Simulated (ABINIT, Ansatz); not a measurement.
```
How the form of the self-energy moves the gap of Li3OCl (Pm-3m)
1.0
     3.90834    0.00000    0.00000
     0.00000    3.90834    0.00000
     0.00000    0.00000    3.90834
Li Cl O
3 1 1
Direct
  0.00000 0.50000 0.50000
  0.50000 0.00000 0.50000
  0.50000 0.50000 0.00000
  0.00000 0.00000 0.00000
  0.50000 0.50000 0.50000
# method: RPA screening on PBEsol, plane waves, norm-conserving pseudopotentials (and 4 further levels or steps)
# program: ABINIT 10.8.3
# settings: cutoff 36 Ha, PseudoDojo scalar-relativistic 0.4.1 standard, norm-conserving, ngkpt (4, 4, 4), nband 66, ecuteps 4.2 Ha, gwcalctyp 2, nfreqre 16, nfreqim 8, inclvkb 2, freqremax 40 eV, spmeth 1, nomegasf 120, shiftk (0, 0, 0), symchi 1, awtr 1, frequency cd, 4×4×4 k-mesh
# cost: 9 runs, 5.9 min in all on 4 MPI ranks of Intel Xeon Platinum 8259CL at 2.50GHz (Skylake/Cascade Lake), shared host
# notes: The program’s warnings: Min real frequency set to default [Ha] = and nkpt*nsppol () is not a multiple of nproc spkpt (). The cell and positions are those that the Materials Project relaxed with its own functionals (PBE, PBE+U or r2SCAN), kept fixed. Static COHSEX lies above G0W0: it lacks the factor Z and overstates the Coulomb hole of the filled states. The 4×4×4 mesh is coarse for this cell, which bears on the long-range parts of exchange and screening.
# G0W0, Godby-Needs plasmon pole: 6.709 eV
# G0W0, Hybertsen-Louie plasmon pole: 6.807 eV
# G0W0, von der Linden-Horsch plasmon pole: 6.800 eV
# one-shot COHSEX: 8.089 eV
# one-shot Hartree-Fock: 14.573 eV
# G0W0, contour deformation: 6.707 eV
# known limits: short of the basis limit; coarse k mesh
```

[Long decimals in the printed logs are rounded to 6 places.]

[Logs are printed without paths, hosts, clocks, repeated set-up lines and the standing remarks that a program may print on its own settings, such as how far it seeks lower states.]

[Paths, hosts, dates, memory and timing lines, banners, echoed tables and standing remarks are left out of the program output; an Ansatz launch command may be rebuilt from the run's recorded settings. Measured values are a selection of at most five: reports struck by readers or far from the other reports are left out. None is set beside runs whose start may be inverted or whose files or cutoffs have a known fault.]

[Runs of the session that timed out or met a known fault of the program may be left out.]

[Hosts, paths, dates, database ids (printed as entryN), source tags and the programs' standing remarks are cut or masked in the printed files.]

[G0W0 gaps are taken among the corrected bands and points alone; a level outside them can change the order at an edge.]

[Where Ansatz stands beside ABINIT at settings called matched, ABINIT's density can come from a denser mesh and the files from another edition; pairs whose starting gaps differed by over 0.03 eV were left out, so agreement reads better than it is.]
